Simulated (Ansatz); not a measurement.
# Li on Rh(111): change of the work function, part 2 of 3

Aim: the work function of Rh(111) at several coverages of Li (fcc site), and the dipole that each adsorbate carries.

Ansatz 0.2.0; plane-wave DFT, PBE, Ansatz PAW.

So far, work function, upper face (eV): step 2 (the clean slab) 5.17.

## Step 3: The covered slab, k-mesh 6×6×1, coverage 0.25 ML

System of this step: Li/Rh(111). The cell holds 17 atoms: 16 Rh and 1 Li. Cell: a = 5.374 Å, b = 5.374 Å, c = 26.882 Å, α = 90.0°, β = 90.0°, γ = 60.0°. Vacuum lies along c.

The clean slab as it ended is repeated in the plane and the adsorbate is set on one face; the cell's size fixes the coverage, and the k-mesh shrinks with it to keep the sampling density about even. Adsorbate and upper layers relax, since the dipole depends on the height.

File input.yaml:

```yaml
crystal:
  lattice:
    - [5.374011537, -1.0e-10, 0.0]
    - [2.6870057685, 4.6540305112, 0.0]
    - [0.0, 0.0, 26.8819036974]
  atoms:
    - { symbol: Rh, position: [0.0, 0.0, 0.3347977175] }
    - { symbol: Rh, position: [0.1666666667, 0.1666666667, 0.4164113951] }
    - { symbol: Rh, position: [0.3333333333, 0.3333333333, 0.4978846806] }
    - { symbol: Rh, position: [0.0, 0.0, 0.5793417999] }
    - { symbol: Rh, position: [0.0, 0.5, 0.3347977175] }
    - { symbol: Rh, position: [0.1666666667, 0.6666666667, 0.4164113951] }
    - { symbol: Rh, position: [0.3333333333, 0.8333333333, 0.4978846806] }
    - { symbol: Rh, position: [0.0, 0.5, 0.5793417999] }
    - { symbol: Rh, position: [0.5, 0.0, 0.3347977175] }
    - { symbol: Rh, position: [0.6666666667, 0.1666666667, 0.4164113951] }
    - { symbol: Rh, position: [0.8333333333, 0.3333333333, 0.4978846806] }
    - { symbol: Rh, position: [0.5, 0.0, 0.5793417999] }
    - { symbol: Rh, position: [0.5, 0.5, 0.3347977175] }
    - { symbol: Rh, position: [0.6666666667, 0.6666666667, 0.4164113951] }
    - { symbol: Rh, position: [0.8333333333, 0.8333333333, 0.4978846806] }
    - { symbol: Rh, position: [0.5, 0.5, 0.5793417999] }
    - { symbol: Li, position: [0.1666666667, 0.1666666667, 0.6652022825] }
kpoints:
  mp_grid: { grid: [6, 6, 1] }
hamiltonian:
  xc: pbe
scf:
  occupations: { method: fermi_dirac, width: 0.1 }
  convergence: { dr2_threshold: 1.0e-08 }
efield:
  axis: 3
  dipole_correction: true
  ramp_position: 0.97
  ramp_width: 0.06
relax:
  f_tol: 0.02
  max_steps: 60
  constraints: [{ sites: [0, 1, 4, 5, 8, 9, 12, 13] }]
output:
  dos: { projected: true, e_range: [-8, 4] }
  write_potential: true
  write_density: true
  volumetric_format: npy
  elf: true
```

Started as:

```console
$ ansatz run input.yaml --threads 4 --pin off --max-ram 6144MiB --backend cpu --events-out ev --progress --plain --runs-dir out
```

Numbers of over 12 decimals in the logs are rounded to 6 here.

What it wrote:

```text
[...]
Crystal: 17 atoms, lattice volume = 672.338 Å³
Basis set: ecut = 420 eV, 13031 PW (Γ), exchange–correlation on 72×72×360 points (8 copies of the dense FFT grid, shifted against one another)
Bands: 165, of which v1, the nominal top of the filled ones, is band 138 counted from 1 (137 counted from 0)
Symmetry: 6 space group operations
[...]
k-points: 7 of 36 (time reversal used)
[...]
SCF iter   1: F=—  HF=-102645.792457 eV  |F-HF|=—  |Δ(HF+E_count)|=         —  Δρ=5.41e-3  dr2=1.80e0  ethr=1.77e-3  p=0.484 e·Å  D=1.30e-1 V/Å  ΔV_dip=-3.50 eV  dr2_dipole=5.23e-1  V_vac-E_F(+/−)=1.50/5.00 eV  ⟨swp⟩=7.9  Hψ=4789  notcnv=0  defer=16
[...]
SCF iter  10: F=-102645.774365 eV  HF=-102645.774365 eV  |F-HF|=1.13e-8  |Δ(HF+E_count)|=   1.04e-7  Δρ=4.34e-7  dr2=2.46e-9  ethr=3.64e-12  p=0.456 e·Å  D=1.23e-1 V/Å  ΔV_dip=-3.30 eV  dr2_dipole=4.71e-11  V_vac-E_F(+/−)=1.88/5.17 eV  ⟨swp⟩=15.1  Hψ=8506  notcnv=0
SCF 1 converged in 10 iterations: F = -102645.774365 eV  dr2 = 2.46e-9
[...]
relax step   1: F+E_penalty+E_count = -102645.77436483 eV  Δ(F+E_penalty+E_count) = +0.000e0 eV  max|allowed force component| = 7.454e-1 eV/Å  Δτ_max = 0.0000 Å  (10 SCF iters, accepted)
[...]
SCF iter  10: F=-102645.883855 eV  HF=-102645.883855 eV  |F-HF|=5.79e-8  |Δ(HF+E_count)|=   1.11e-7  Δρ=8.27e-7  dr2=4.72e-9  ethr=3.64e-12  p=0.403 e·Å  D=1.08e-1 V/Å  ΔV_dip=-2.92 eV  dr2_dipole=3.04e-11  V_vac-E_F(+/−)=2.26/5.18 eV  ⟨swp⟩=15.4  Hψ=8273  notcnv=0
SCF 2 converged in 10 iterations: F = -102645.883855 eV  dr2 = 4.72e-9
[...]
relax step   2: F+E_penalty+E_count = -102645.88385487 eV  Δ(F+E_penalty+E_count) = -1.095e-1 eV  max|allowed force component| = 1.471e-1 eV/Å  Δτ_max = 0.1986 Å  (10 SCF iters, accepted)
SCF iter   1: F=—  HF=-102645.889899 eV  |F-HF|=—  |Δ(HF+E_count)|=         —  Δρ=1.85e-3  dr2=1.57e-2  ethr=1.73e-3  p=0.403 e·Å  D=1.08e-1 V/Å  ΔV_dip=-2.92 eV  dr2_dipole=2.37e-3  V_vac-E_F(+/−)=2.26/5.18 eV  ⟨swp⟩=3.0  Hψ=1663  notcnv=0  defer=24
[...]
SCF iter   9: F=-102645.890700 eV  HF=-102645.890700 eV  |F-HF|=1.08e-8  |Δ(HF+E_count)|=   4.34e-8  Δρ=5.28e-7  dr2=4.43e-9  ethr=3.64e-12  p=0.391 e·Å  D=1.05e-1 V/Å  ΔV_dip=-2.83 eV  dr2_dipole=3.61e-10  V_vac-E_F(+/−)=2.35/5.18 eV  ⟨swp⟩=14.9  Hψ=8398  notcnv=0
SCF 3 converged in 9 iterations: F = -102645.890700 eV  dr2 = 4.43e-9
relax step   3: F+E_penalty+E_count = -102645.89070026 eV  Δ(F+E_penalty+E_count) = -6.845e-3 eV  max|allowed force component| = 4.516e-2 eV/Å  Δτ_max = 0.0599 Å  (9 SCF iters, accepted)
SCF iter   1: F=—  HF=-102645.890992 eV  |F-HF|=—  |Δ(HF+E_count)|=         —  Δρ=6.00e-4  dr2=2.60e-3  ethr=2.81e-6  p=0.391 e·Å  D=1.05e-1 V/Å  ΔV_dip=-2.83 eV  dr2_dipole=4.01e-4  V_vac-E_F(+/−)=2.35/5.18 eV  ⟨swp⟩=3.0  Hψ=2125  notcnv=0  defer=25
[...]
SCF iter   8: F=-102645.891406 eV  HF=-102645.891406 eV  |F-HF|=2.05e-8  |Δ(HF+E_count)|=   2.80e-8  Δρ=5.82e-7  dr2=3.50e-9  ethr=3.64e-12  p=0.392 e·Å  D=1.05e-1 V/Å  ΔV_dip=-2.84 eV  dr2_dipole=4.03e-11  V_vac-E_F(+/−)=2.34/5.18 eV  ⟨swp⟩=12.9  Hψ=8474  notcnv=0
SCF 4 converged in 8 iterations: F = -102645.891406 eV  dr2 = 3.50e-9
relax step   4: F+E_penalty+E_count = -102645.89140630 eV  Δ(F+E_penalty+E_count) = -7.060e-4 eV  max|allowed force component| = 1.347e-2 eV/Å  Δτ_max = 0.0098 Å  (8 SCF iters, accepted)
NSCF: frozen V_eff on 7 k-points
[...]
SCF converged after 8 iterations
Free energy (F): -102645.891406 eV
[...]
Internal energy: -102645.027950 eV  (E = F + TS)
E sigma→0 (E₀):  -102645.459678 eV
Entropy (-TS):   -0.863456 eV (-50.792 meV/atom)
Fermi energy:    4.934868 eV
Dipole field:    D = 0.105467 V/Å  (p = 0.391870 e·Å, saw-weighted, corrected)
Work function:   Φ+ = 2.3400 eV   Φ− = 5.1752 eV
[...]
--- Forces (eV/Å), atoms counted from 1 ---
  atom   1  Rh     0.00180989     0.00104494     0.05157056
  atom   2  Rh     0.00000000    -0.00000000     0.02713386
  atom   3  Rh    -0.00228511    -0.00131931     0.00149478
  atom   4  Rh    -0.01166529    -0.00673496    -0.00376758
  atom   5  Rh    -0.00000000    -0.00208989     0.05157056
  atom   6  Rh     0.06900564    -0.03984042    -0.08716850
  atom   7  Rh     0.00000000     0.00263861     0.00149478
  atom   8  Rh     0.00000000     0.01346992    -0.00376758
  atom   9  Rh    -0.00180989     0.00104494     0.05157056
  atom  10  Rh     0.00000000     0.07968084    -0.08716850
  atom  11  Rh     0.00228511    -0.00131931     0.00149478
  atom  12  Rh     0.01166529    -0.00673496    -0.00376758
  atom  13  Rh     0.00000000    -0.00000000     0.07745506
  atom  14  Rh    -0.06900564    -0.03984042    -0.08716850
  atom  15  Rh    -0.00000000     0.00000000     0.00187548
  atom  16  Rh    -0.00000000     0.00000000    -0.00150251
  atom  17  Li     0.00000000    -0.00000000     0.00869352
  max |Σ_I F_I| component: 4.32e-5 eV/Å
--- Band table (eV; the first three rows and the last of 7) ---
  k-point 0: bands = [... 134 lower, 5.2972, 5.3920, 5.3920, 5.5453, 5.5453, 5.5472, 5.6596, 5.7008, ... 23 higher]
  k-point 1: bands = [... 134 lower, 5.1769, 5.2090, 5.2178, 5.2875, 5.3256, 5.3290, 5.4090, 5.5222, ... 23 higher]
  k-point 2: bands = [... 134 lower, 4.5196, 4.6661, 4.8358, 4.8804, 4.9127, 4.9975, 5.0322, 5.0593, ... 23 higher]
  k-point 6: bands = [... 134 lower, 4.6632, 4.6783, 4.7140, 4.7319, 4.7439, 5.0449, 5.0569, 5.0968, ... 23 higher]
--- Relaxed structure (4 steps of the walk, 4 accepted, 0 SCFs on fresh bases) ---
  F+E_penalty+E_count = -102645.89140630 eV   max|allowed force component| = 1.347e-2 eV/Å
  atoms:
    - { symbol: Rh, position: [-1.7959490104491818e-17, -1.7959490104491818e-17, 0.334798] }
    - { symbol: Rh, position: [0.166667, 0.166667, 0.416411] }
    - { symbol: Rh, position: [0.333512, 0.333512, 0.498586] }
    - { symbol: Rh, position: [-0.00198542, -0.00198542, 0.579599] }
    - { symbol: Rh, position: [0.0, 0.500000, 0.334798] }
    - { symbol: Rh, position: [0.166667, 0.666667, 0.416411] }
    - { symbol: Rh, position: [0.333512, 0.832977, 0.498586] }
    - { symbol: Rh, position: [-0.00198542, 0.503971, 0.579599] }
    - { symbol: Rh, position: [0.500000, -1.7959490104895715e-17, 0.334798] }
    - { symbol: Rh, position: [0.666667, 0.166667, 0.416411] }
    - { symbol: Rh, position: [0.832977, 0.333512, 0.498586] }
    - { symbol: Rh, position: [0.503971, -0.00198542, 0.579599] }
    - { symbol: Rh, position: [0.500000, 0.500000, 0.334798] }
    - { symbol: Rh, position: [0.666667, 0.666667, 0.416411] }
    - { symbol: Rh, position: [0.833333, 0.833333, 0.496813] }
    - { symbol: Rh, position: [0.500000, 0.500000, 0.581618] }
    - { symbol: Li, position: [0.166667, 0.166667, 0.655911] }
```

Wall time 3.4 min (4 threads of AMD EPYC (Zen 3), shared host); peak memory 2.7 GiB; 11 min of CPU time.

Relaxation path:

| step | energy less that of the first step (eV) | largest force component (eV/Å) |
| --- | --- | --- |
| 1 | 0.0000 | 0.7454 |
| 2 | -0.1095 | 0.1471 |
| 3 | -0.1163 | 0.0452 |
| 4 | -0.1170 | 0.0135 |

The run keeps the 6 symmetry operations that it works with, so distortions that break them were not tested.

The atoms that moved most (Å):

| atom | dx | dy | dz | length |
| --- | --- | --- | --- | --- |
| Li17 | 0.000 | 0.000 | -0.250 | 0.250 |
| Rh16 | 0.000 | 0.000 | 0.061 | 0.061 |
| Rh15 | 0.000 | 0.000 | -0.029 | 0.029 |
| Rh12 | 0.016 | -0.009 | 0.007 | 0.020 |
| Rh4 | -0.016 | -0.009 | 0.007 | 0.020 |
| Rh8 | 0.000 | 0.018 | 0.007 | 0.020 |
| Rh7 | 0.000 | -0.002 | 0.019 | 0.019 |
| Rh11 | -0.001 | 0.001 | 0.019 | 0.019 |

The relaxed structure:

```xyz
17
Lattice="5.3740 0.0000 0.0000 2.6870 4.6540 0.0000 0.0000 0.0000 26.8819" Properties=species:S:1:pos:R:3
Rh    0.0000    0.0000    9.0000
Rh    1.3435    0.7757   11.1939
Rh    2.6884    1.5522   13.4029
Rh   -0.0160   -0.0092   15.5807
Rh    1.3435    2.3270    9.0000
Rh    2.6870    3.1027   11.1939
Rh    4.0305    3.8767   13.4029
Rh    1.3435    2.3455   15.5807
Rh    2.6870    0.0000    9.0000
Rh    4.0305    0.7757   11.1939
Rh    5.3726    1.5522   13.4029
Rh    2.7030   -0.0092   15.5807
Rh    4.0305    2.3270    9.0000
Rh    5.3740    3.1027   11.1939
Rh    6.7175    3.8784   13.3553
Rh    4.0305    2.3270   15.6350
Li    1.3435    0.7757   17.6321
```

Numbers from this step:

| Property | Result |
| --- | --- |
| energy at zero smearing | -102645.4597 eV |
| work function, upper face | 2.340 eV |
| work function, lower face | 5.175 eV |
| dipole along the normal | 0.3919 e·Å |
| step between the vacuum levels | -2.835 eV |

Running mean over 2.194 Å of the planar mean; the ramp of the sawtooth is left out. Table of electron's electrostatic potential energy less the Fermi level by z:

| z (Å) | electron's electrostatic potential energy less the Fermi level (eV) |
| --- | --- |
| 3.5 | 5.18 |
| 4.0 | 5.17 |
| 4.5 | 5.17 |
| 5.0 | 5.17 |
| 5.5 | 5.16 |
| 6.0 | 5.11 |
| 6.5 | 4.91 |
| 7.0 | 4.17 |
| 7.5 | 0.977 |
| 8.0 | -5.56 |
| 8.5 | -11.1 |
| 9.0 | -12.7 |
| 9.5 | -13.0 |
| 10.0 | -13.1 |
| 10.5 | -13.1 |
| 11.0 | -13.2 |
| 11.5 | -13.2 |
| 12.0 | -13.2 |
| 12.5 | -13.2 |
| 13.0 | -13.2 |
| 13.5 | -13.2 |
| 14.0 | -13.1 |
| 14.5 | -12.9 |
| 15.0 | -12.9 |
| 15.5 | -12.8 |
| 16.0 | -11.8 |
| 16.5 | -7.61 |
| 17.0 | -1.71 |
| 17.5 | 1.48 |
| 18.0 | 1.85 |
| 18.5 | 1.86 |
| 19.0 | 2.10 |
| 19.5 | 2.25 |
| 20.0 | 2.30 |
| 20.5 | 2.33 |
| 21.0 | 2.33 |
| 21.5 | 2.34 |
| 22.0 | 2.34 |
| 22.5 | 2.34 |
| 23.0 | 2.34 |
| 23.5 | 2.34 |

The density of states has structure finer than the step of the table below, so its rows give means over 0.25 eV, whole bins alone (the curve runs from -8 to 1.98 eV). Peaks (eV: height): -4.270: 39.5, -2.770: 85.6, -2.680: 53.9, -2.620: 41.3, -2.350: 44.0, -1.680: 47.3, 0.090: 44.1.

Density of states against energy, zero at the Fermi level; means over each step:

| energy (eV) | density of states (states/eV a cell) |
| --- | --- |
| -7.75 | 0 |
| -7.50 | 0.0575 |
| -7.25 | 0.839 |
| -7.00 | 0.874 |
| -6.75 | 1.01 |
| -6.50 | 1.07 |
| -6.25 | 1.68 |
| -6.00 | 3.99 |
| -5.75 | 9.87 |
| -5.50 | 20.6 |
| -5.25 | 24.8 |
| -5.00 | 28.5 |
| -4.75 | 22.0 |
| -4.50 | 23.1 |
| -4.25 | 23.8 |
| -4.00 | 17.0 |
| -3.75 | 19.0 |
| -3.50 | 17.9 |
| -3.25 | 18.7 |
| -3.00 | 26.9 |
| -2.75 | 43.6 |
| -2.50 | 30.4 |
| -2.25 | 28.5 |
| -2.00 | 25.7 |
| -1.75 | 22.2 |
| -1.50 | 26.1 |
| -1.25 | 18.7 |
| -1.00 | 23.8 |
| -0.75 | 29.0 |
| -0.50 | 28.3 |
| -0.25 | 21.1 |
| 0.00 | 26.0 |
| 0.25 | 33.0 |
| 0.50 | 27.9 |
| 0.75 | 17.5 |
| 1.00 | 7.68 |
| 1.25 | 1.96 |
| 1.50 | 8.80 |
| 1.75 | 7.77 |

Projected DOS per atom over height of the atomic layer and energy from the Fermi level. Layers: Rh4 Rh4 Rh4 Rh4 Li from below.

Ten even steps from '0' (0.00 states/eV) to '9' (2.31 states/eV), each cell a mean:
```
11112
00002
33331
79860
75570
86680
85570
75670
74470
96690
99890
56650
45550
54450
56660
49940
28720
02200
00000
00000
00000
00000
```
Columns: height of the atomic layer (Å) from 9 to 17.6; rows upwards: energy from the Fermi level (eV) from -7.96 to 1.95.

Valence density in the ca plane at fractional y = 0.167, with atoms of Rh and Li within 0.2 Å of it. It is the smooth field of the valence electrons, not physical close to the nuclei.

Values in units of 1e0 e/Å³, 8 rows by 16 columns, each cell a mean:
```
1.6 0.4 0.4 0.3 1.2 1.0 0.8 1.3 0.1 0.0 0.0 0.0 0.0 0.0 0.0 0.0
0.6 0.4 3.0 1.2 0.6 0.5 0.4 0.6 0.1 0.0 0.0 0.0 0.0 0.0 0.0 0.0
0.3 0.5 9.4 3.4 0.3 0.2 0.2 0.3 0.1 0.0 0.0 0.0 0.0 0.0 0.0 0.0
0.7 0.4 3.2 1.3 0.5 0.5 0.4 0.6 0.1 0.0 0.0 0.0 0.0 0.0 0.0 0.0
1.6 0.4 0.4 0.3 1.2 1.0 0.8 1.3 0.1 0.0 0.0 0.0 0.0 0.0 0.0 0.0
0.6 0.4 3.0 1.2 0.6 0.5 0.4 0.5 0.2 0.3 0.0 0.0 0.0 0.0 0.0 0.0
0.3 0.5 9.3 3.4 0.3 0.2 0.2 0.3 0.8 3.2 0.0 0.0 0.0 0.0 0.0 0.0
0.7 0.4 3.3 1.3 0.5 0.4 0.4 0.5 0.2 0.4 0.0 0.0 0.0 0.0 0.0 0.0
```
Columns run along c (16.0 Å, from fractional 0.32 to 0.92 of the cell), rows up along a (5.4 Å). Atoms in or near the plane, at fractional coordinates: Rh at (0.42, 0.17), Rh at (0.42, 0.67), Li at (0.66, 0.17).

Electrostatic potential energy in the ca plane at fractional y = 0.167, with atoms of Rh and Li within 0.2 Å of it. With pseudopotentials it is smooth inside the atoms' cores, unlike the true potential.

Ten even steps from '0' (-50 eV) to '9' (9 eV), each cell a mean:
```
53589988899854579864589999999999999999999999
54689988899864579864589999999999999999999999
87889742479987789987899999999999999999999999
99998400038999999999999999999999999999999999
99998200028999999999999999999999999999999999
98898500048998999998999999999999999999999999
76789854579876789976789999999999999999999999
54589988899864579864589999999999999999999999
54689988899864579864589999999999999999999999
87889742479987789987899987899999999999999999
99998400038999999999999854689999999999999999
99998200028999999999999742589999999999999999
98998400048998999999999865689999999999999999
76789853589977789987789988899999999999999999
```
Columns run along c (16.0 Å, from fractional 0.32 to 0.92 of the cell; values clipped at the 3rd and 97th percentile), rows up along a (5.4 Å). Atoms in or near the plane, at fractional coordinates: Rh at (0.42, 0.17), Rh at (0.42, 0.67), Li at (0.66, 0.17).

ELF in the ca plane at fractional y = 0.167, with atoms of Rh and Li within 0.2 Å of it. It is the smooth field of the valence electrons, not physical close to the nuclei.

Ten even steps from '0' (0.00 × 1e-1) to '9' (9.83 × 1e-1), each cell a mean:
```
34322222222234322234422321000000000000000000
34322222222234322234322232211000000000000000
22222245422222222222222222110000000000000000
22222477742222221222222221100000000000000000
22222477752222221222222221100000000000000000
22222367642222222222222221110000000000000000
33222234322223222223322222210000000000000000
34322222222234322234422232211000000000000000
34322222222234322233322321000000000000000000
22222245422222222222223101000000000000000000
22222467742222221222232048600000000000000000
22222477752222221122332179920000000000000000
22222467642222222222233037500000000000000000
33222234322223222222223200000000000000000000
```
Columns run along c (16.0 Å, from fractional 0.32 to 0.92 of the cell), rows up along a (5.4 Å). Atoms in or near the plane, at fractional coordinates: Rh at (0.42, 0.17), Rh at (0.42, 0.67), Li at (0.66, 0.17).

The relaxation took 4 steps and lowered the energy by 0.12 eV; the largest force on the free atoms ends at 0.013 eV/Å.

By hand: a sheet of dipoles makes a step −p/(ε₀A) in the electron's potential. With e/ε₀ = 180.95 V·Å, p = 0.3919 e·Å and A = 25.01 Å², that is −180.95 × (0.3919) / 25.01 = -2.835 eV, and the two vacuum levels of the run differ by -2.835 eV.

The covered face has 2.34 eV, -2.83 eV against the clean one; the bare back face has moved by +0.01 eV, a measure of how thin the slab is.

(Part 2 of 3 ends here.)

[Logs are printed without paths, hosts, clocks, repeated set-up lines and the standing remarks that a program may print on its own settings, such as how far it seeks lower states.]

[Hosts, paths, dates, database ids (printed as entryN), source tags and the programs' standing remarks are cut or masked in the printed files.]

[Maps of the electrostatic potential energy from Ansatz leave out the sawtooth potential of an applied field or a dipole correction, so their vacuum need not be flat; planar profiles and work functions include it.]

[The density of states shown here was stored with 400 of the rows of the run's finer table, so its peaks can read low, often by over a quarter, or be missed, and its means over a window can be off by a tenth or more.]
